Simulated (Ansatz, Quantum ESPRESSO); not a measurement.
# LiCl (Fm-3m): Raman and infrared activity

Aim: Raman and infrared lines of LiCl (Fm-3m).

Main program and level: Quantum ESPRESSO 8.0 development, patched; DFT LDA, scalar-relativistic, plane waves, PseudoDojo norm-conserving pseudopotentials.

Report form: the programs' logs are mostly left out.

The database entry behind the starting cell differs from later determinations by our own check (0.1 to 0.3 % short, probably kX units), so it need not match the best structure at ambient conditions.

**1. The structure**

It takes space group Fm-3m (No. 225, cubic). The conventional cell has a = 5.130 Å, b = 5.130 Å, c = 5.130 Å, α = 90.00°, β = 90.00°, γ = 90.00°. Li has 6 Cl at 2.56 Å nearest. Nearest to Cl lie 6 Li at 2.56 Å. Farther neighbours and most contacts between anions are not listed.

**2. A probe with smearing**

A cheap run with smearing and empty bands tells whether the crystal has a gap, which decides between fixed occupations and smearing later on.

File probe.in:

```
 &control
    calculation='scf',
    prefix='x',
    outdir='./tmp',
    pseudo_dir='./pseudo',
    tprnfor=.true.,
    tstress=.true.,
    verbosity='high',
 /
 &system
    ibrav=2,
    celldm(1)=9.69342575,
    nat=2,
    ntyp=2,
    ecutwfc=74.0,
    occupations='smearing',
    smearing='gaussian',
    degauss=0.01,
 /
 &electrons
    conv_thr=1.0d-07,
    mixing_beta=0.7,
    electron_maxstep=100,
 /
ATOMIC_SPECIES
 Li      6.9400  Li.upf
 Cl     35.4500  Cl.upf
ATOMIC_POSITIONS crystal
 Li     0.000000000   0.000000000   0.000000000
 Cl     0.500000000   0.500000000   0.500000000
K_POINTS automatic
 6 6 6 0 0 0
```

Started as:

```console
$ OMP_NUM_THREADS=1 mpirun -n 2 pw.x -nk 2 -in probe.in > probe.out
```

It took 3.2 s on 2 MPI ranks of Intel Xeon Platinum 8375C at 2.90GHz (Ice Lake), shared host.

Numbers from this step:

| Property | Result |
| --- | --- |
| volume per atom | 16.87 Å³ |
| pressure | -3.285 GPa |
| gap on the k-mesh | 5.988 eV |

A gap of 6.0 eV opens on this mesh, so the crystal is taken as an insulator; the start stands at -3.3 GPa.

**3. Relaxation**

The relaxation runs at a cutoff a fifth above that of the response, since stress converges more slowly with the basis than frequencies do. Forces and stress are brought to rest with tight thresholds.

File relax.in:

```
 &control
    calculation='vc-relax',
    prefix='x',
    outdir='./tmp',
    pseudo_dir='./pseudo',
    tprnfor=.true.,
    tstress=.true.,
    forc_conv_thr=2.0d-05,
    etot_conv_thr=1.0d-07,
    nstep=40,
 /
 &system
    ibrav=2,
    celldm(1)=9.69342575,
    nat=2,
    ntyp=2,
    ecutwfc=89,
    occupations='fixed',
    nbnd=7,
 /
 &electrons
    conv_thr=1.0d-11,
    mixing_beta=0.7,
    electron_maxstep=100,
 /
 &ions
 /
 &cell
    press_conv_thr=0.2,
 /
ATOMIC_SPECIES
 Li      6.9400  Li.upf
 Cl     35.4500  Cl.upf
ATOMIC_POSITIONS crystal
 Li     0.000000000   0.000000000   0.000000000
 Cl     0.500000000   0.500000000   0.500000000
K_POINTS automatic
 6 6 6 0 0 0
```

Started as:

```console
$ OMP_NUM_THREADS=1 mpirun -n 2 pw.x -nk 2 -in relax.in > relax.out
```

The job ended after 21 s (2 MPI ranks).

Step by step:

| step | energy less that of the first step (eV) | largest force (eV/Å) | pressure (GPa) | volume (Å³) |
| --- | --- | --- | --- | --- |
| 1 | 0.0000 | 0.0000 | -3.24 | 33.74 |
| 2 | -0.0104 | 0.0000 | -2.79 | 33.19 |
| 3 | -0.0228 | 0.0000 | -2.04 | 32.37 |
| 4 | -0.0334 | 0.0000 | -0.73 | 31.17 |
| 5 | -0.0348 | 0.0000 | 0.08 | 30.53 |
| 6 | -0.0348 | 0.0000 | 0.00 | 30.59 |
| 7 | -0.0348 | 0.0000 | 0.00 | 30.59 |
| 8 | -0.0347 | 0.0000 | 0.00 | 30.59 |

| conventional cell, symmetrised | before | after | change |
| --- | --- | --- | --- |
| a (Å) | 5.130 | 4.965 | -3.2 % |
| b (Å) | 5.130 | 4.965 | -3.2 % |
| c (Å) | 5.130 | 4.965 | -3.2 % |
| volume (Å³/atom) | 16.87 | 15.30 | -9.3 % |

The relaxed structure:

```
Li Cl
1.0
    -2.48232    0.00000    2.48232
     0.00000    2.48232    2.48232
    -2.48232    2.48232    0.00000
Li Cl
1 1
Cartesian
  0.0000 0.0000 0.0000
  -2.4823 2.4823 2.4823
```

The last row of the table of steps is pw.x's closing run on a basis chosen anew for the final cell, so its energy can jump.

Numbers from this step:

```yaml
volume_per_atom: 15.30 Å³
pressure: -0.003000 GPa
gap_on_the_k_mesh: 6.493 eV
```

The volume changes by -9.3 % from the cell with which this run began.

**4. Ground state**

Perturbation theory inherits every error of the wavefunctions, so the threshold is set near the limit of the arithmetic. With a gap, occupations are fixed, which also allows the response to an electric field.

File scf.in:

```
 &control
    calculation='scf',
    prefix='x',
    outdir='./tmp',
    pseudo_dir='./pseudo',
    tprnfor=.true.,
    tstress=.true.,
 /
 &system
    ibrav=2,
    celldm(1)=9.38181695,
    nat=2,
    ntyp=2,
    ecutwfc=74.0,
    occupations='fixed',
    nbnd=7,
 /
 &electrons
    conv_thr=1.0d-12,
    mixing_beta=0.7,
    electron_maxstep=100,
 /
ATOMIC_SPECIES
 Li      6.9400  Li.upf
 Cl     35.4500  Cl.upf
ATOMIC_POSITIONS crystal
 Li     0.000000000   0.000000000   0.000000000
 Cl     0.500000000   0.500000000   0.500000000
K_POINTS automatic
 8 8 8 0 0 0
```

Started as:

```console
$ OMP_NUM_THREADS=1 mpirun -n 2 pw.x -nk 2 -in scf.in > scf.out
```

Wall time 5.3 s (2 MPI ranks); 10 s of CPU time.

This step gave:

* pressure: -0.021 GPa

The cell stands at -0.021 GPa, close enough for phonons.

**5. Linear response at Γ**

At q = 0 one unit cell holds all displacements; symmetry groups them into irreducible representations that are solved one by one. The response to a field gives ε∞ and the Born charges, which polar modes need. Third-order response adds the Raman tensors.

File ph.in:

```
phonons
 &inputph
    prefix='x',
    outdir='./tmp',
    fildyn='g.dyn',
    tr2_ph=1.0d-18,
    epsil=.true.,
    lraman=.true.,
    elop=.true.,
 /
0.000000000000 0.000000000000 0.000000000000
```

Started as:

```console
$ OMP_NUM_THREADS=1 mpirun -n 2 ph.x -nk 2 -in ph.in > ph.out
```

Wall time 3.2 min (2 MPI ranks); 6.3 min of CPU time.

This step gave:

```yaml
miss_of_the_charge_sum_rule: 3.00e-4 e
largest_acoustic_frequency_at_the_zone_centre_before_the_sum_rule: -0.97 cm⁻¹
highest_optical_zone_centre_mode_no_lo_to_term: 228.5 cm⁻¹
lowest_optical_zone_centre_mode: 228.5 cm⁻¹
mean_high_frequency_dielectric_constant: 3.188
largest_born_charge_in_size_third_of_the_trace: 1.166 e
```

Born charge (rows field, columns displacement), before the sum rule (e), principal values of the symmetric part by kind of site:

| atom | atoms with these values | low | middle | high | mean |
| --- | --- | --- | --- | --- | --- |
| Li1 | 1 | 1.17 | 1.17 | 1.17 | 1.17 |
| Cl2 | 1 | -1.17 | -1.17 | -1.17 | -1.17 |

In full for Cl2:

```
-1.17  0.00  0.00
 0.00 -1.17  0.00
 0.00  0.00 -1.17
```

High-frequency dielectric tensor:

```
3.19 0.00 0.00
0.00 3.19 0.00
0.00 0.00 3.19
```

The acoustic modes at Γ come out as far as 1.0 cm⁻¹ from zero, where they should vanish, a small numerical error; the Born charges miss their sum rule by 3.0e-4 e, which is good.

**6. Zone-centre analysis**

A rigid shift of the crystal must cost nothing, but grids and finite bases break this; the acoustic sum rule is imposed before the matrix is diagonalised again. With Born charges the intensities follow, and the static dielectric tensor.

File dynmat.in:

```
 &input
    fildyn='g.dyn',
    asr='simple',
    fileig='dynmat.eig',
    lperm=.true.,
 /
```

Started as:

```console
$ dynmat.x -in dynmat.in > dynmat.out
```

Elapsed: 0.59 s, on 1 thread.

This step gave:

```
mean static dielectric constant : 10.41
```

Unit eigenvectors of the mass-weighted matrix after the sum rule; no LO-TO term. The modes at Γ (shares of kinetic energy by element, %):

```csv
mode,frequency (cm⁻¹),symmetry,Li %,Cl %
1,0.0,acoustic,16,84
2,0.0,acoustic,16,84
3,0.0,acoustic,16,84
4,228.5,T1u,84,16
5,228.5,T1u,84,16
6,228.5,T1u,84,16
```

Displacements in mode 6 (228.5 cm⁻¹), the largest set to 1:
```
Li1  0.00  0.21  1.00
Cl2  0.00 -0.04 -0.20
```

Degenerate modes summed, no LO-TO term. Infrared lines, with heights relative to the strongest:

```csv
position (cm⁻¹),lines merged,label,"IR intensity, relative"
228,3,T1u,100
```

Static dielectric tensor (ions relaxed, fixed cell):

```
10.41  0.00  0.00
 0.00 10.41  0.00
 0.00  0.00 10.41
```

The rule moves no optical mode by more than 0.1 cm⁻¹.

**7. Sum rules set otherwise (asr no)**

Without the rule the raw error of the acoustic modes shows.

File dynmat.in:

```
 &input
    fildyn='g.dyn',
    asr='no',
    fileig='dynmat.eig',
    lperm=.true.,
 /
```

Started as:

```console
$ dynmat.x -in dynmat.in > dynmat.out
```

It took 0.57 s on 1 thread.

Zone-centre frequencies as printed; negative means imaginary. Modes:

| mode | frequency (cm⁻¹) |
| --- | --- |
| 1 | -0.97 |
| 2 | -0.97 |
| 3 | -0.97 |
| 4 | 228.5 |
| 5 | 228.5 |
| 6 | 228.5 |

Against the first rule no mode moves by more than 1.0 cm⁻¹.

**8. Sum rules set otherwise: a sum rule for molecules or wires on a crystal**

This rule also removes rotations, which suits wires and not a crystal; it is tried to see the harm.

File dynmat.in:

```
 &input
    fildyn='g.dyn',
    asr='one-dim',
    fileig='dynmat.eig',
    lperm=.true.,
 /
```

Started as:

```console
$ dynmat.x -in dynmat.in > dynmat.out
```

The job ended after 0.57 s (1 thread).

The program raised no error, yet the settings are not those of a careful run.

The fault: a sum rule for molecules or wires on a crystal; here no optical mode moves by more than 0.1 cm⁻¹.

Zone-centre frequencies as printed; negative means imaginary. Modes:

```
mode  frequency (cm⁻¹)
   1                 0
   2                 0
   3                 0
   4             228.5
   5             228.5
   6             228.5
```

**9. The LO-TO splitting (1 0 0)**

A longitudinal polar mode sets up a macroscopic field that stiffens it; the term hangs on the direction from which q goes to zero.

File dynmat.in:

```
 &input
    fildyn='g.dyn',
    asr='simple',
    fileig='dynmat.eig',
    q(1)=1.0,
    q(2)=0.0,
    q(3)=0.0,
 /
```

Started as:

```console
$ dynmat.x -in dynmat.in > dynmat.out
```

Run time: 0.57 s. Hardware: 1 thread.

Numbers from this step:

* highest mode moved by the LO-TO term: 412.9 cm⁻¹

Zone-centre frequencies as printed; negative means imaginary. Modes:

| mode | frequency (cm⁻¹) |
| --- | --- |
| 1 | 0 |
| 2 | 0 |
| 3 | 0 |
| 4 | 228.5 |
| 5 | 228.5 |
| 6 | 412.9 |

The field moves one mode, from 228 to 413 cm⁻¹; the others stay.

**10. Cross-check with Ansatz**

A second program on the same cell, potentials, cutoff and meshes tests the implementation of the phonon response, not its convergence. Its field response is summed in its own way. Its k mesh is centred on Γ.

This step: DFT LDA, scalar-relativistic, plane waves, PseudoDojo norm-conserving pseudopotentials (Ansatz 0.2.0).

File input.yaml:

```yaml
crystal:
  lattice:
    - [-2.4823218635, 0.0, 2.4823218635]
    - [0.0, 2.4823218635, 2.4823218635]
    - [-2.4823218635, 2.4823218635, 0.0]
  atoms:
    - { symbol: Li, position: [0.0, 0.0, 0.0] }
    - { symbol: Cl, position: [0.5, 0.5, 0.5] }
kpoints:
  mp_grid: { grid: [8, 8, 8] }
hamiltonian:
  xc: lda
  pseudopotentials: { kind: nc, accuracy: standard }
scf:
  occupations: { method: fixed }
output:
  eigenvalues: true
basis:
  ecutwfc: 1006.821
phonons:
  method: dfpt
  dielectric: true
  rigid_motions: translations
  raman: true
```

Started as:

```console
$ ansatz run input.yaml --threads 2 --pin off --max-ram 4096MiB --backend cpu --events-out ev --progress --plain --runs-dir out
```

The job ended after 47 s (2 threads; peak memory 0.65 GiB; 90 s of CPU time).

Numbers from this step:

```yaml
sum_rule_residual_before_enforcement: 3.73e-4 eV/Å²
miss_of_the_charge_sum_rule: 2.63e-5 e
mean_high_frequency_dielectric_constant: 3.186
mean_static_dielectric_constant: 10.40
```

Transverse modes. Infrared lines, with heights relative to the strongest:

```csv
position (cm⁻¹),label,"IR intensity ((D/Å)²/amu), degenerate modes summed, relative"
228,T1u,100
```

**11. The two compared: QE PseudoDojo and Ansatz, PseudoDojo**

Numbers from this step:

```
root-mean-square difference : 0.04 cm⁻¹
largest difference          : 0.04 cm⁻¹
```

Frequencies side by side, by row:

```csv
q (reciprocal lattice),mode,QE PseudoDojo (cm⁻¹),"Ansatz, PseudoDojo (cm⁻¹)"
0 0 0,1,0,0
0 0 0,2,0,0
0 0 0,3,0,0
0 0 0,4,228.5,228.5
0 0 0,5,228.5,228.5
0 0 0,6,228.5,228.5
```

The two runs side by side. Further quantities:

| quantity | QE PseudoDojo | Ansatz, PseudoDojo |
| --- | --- | --- |
| mean ε∞ | 3.188 | 3.186 |
| largest Born charge in size (e; the first before, the second after the charge sum rule) | 1.166 | 1.166 |
| summed IR intensity ((D/Å)²/amu) | 16.22 | 16.21 |

At the zone centre the largest difference (acoustic modes at Γ apart) is 0.02 % of the highest mode.

**12. What came out**

```json
{
 "space group after relaxation": "Fm-3m",
 "volume per atom": "15.3 Å³",
 "gap on the k-mesh": "6.49 eV",
 "highest optical zone-centre mode (no LO-TO term)": "228.5 cm⁻¹",
 "highest mode moved by the LO-TO term": "412.9 cm⁻¹",
 "mean high-frequency dielectric constant": "3.19",
 "largest Born charge in size (third of the trace)": "1.17 e",
 "mean static dielectric constant": "10.4",
 "imaginary optical modes at the zone centre (no q mesh in this session)": "none",
 "largest difference from Ansatz, PseudoDojo": "0.04 cm⁻¹"
}
```

In words: No mode is Raman active in this structure; the strongest infrared line lies at 228 cm⁻¹. At the LDA level the optical modes of LiCl (Fm-3m) at the zone centre (no LO-TO term) lie at 228 cm⁻¹. Along the directions run, the highest mode that the macroscopic field moves lies at 413 cm⁻¹. Lattice motion raises the mean dielectric constant from 3.188 to 10.41. The Born charge of Cl is -1.166 e against a formal charge of -1, somewhat above it. The Lyddane-Sachs-Teller relation holds: (ωLO/ωTO)² is 3.26 and ε₀/ε∞ is 3.26. QE PseudoDojo and Ansatz, PseudoDojo agree to 0.04 cm⁻¹ (0.02 % of the highest mode compared) on all solved modes but the acoustic ones at Γ, without the LO-TO term. These are harmonic frequencies at zero temperature: anharmonic shifts and linewidths and thermal expansion are left out. The build is a development version in which the Raman tensors of release 7.5 are mended; dynmat.x leaves out the electro-optic term of LO lines.

[Host names and launcher messages were left out of these logs when they were recorded.]

[Logs are printed without paths, hosts, clocks, repeated set-up lines and the standing remarks that a program may print on its own settings, such as how far it seeks lower states.]

[Hosts, paths, dates, database ids (printed as entryN), source tags and the programs' standing remarks are cut or masked in the printed files.]
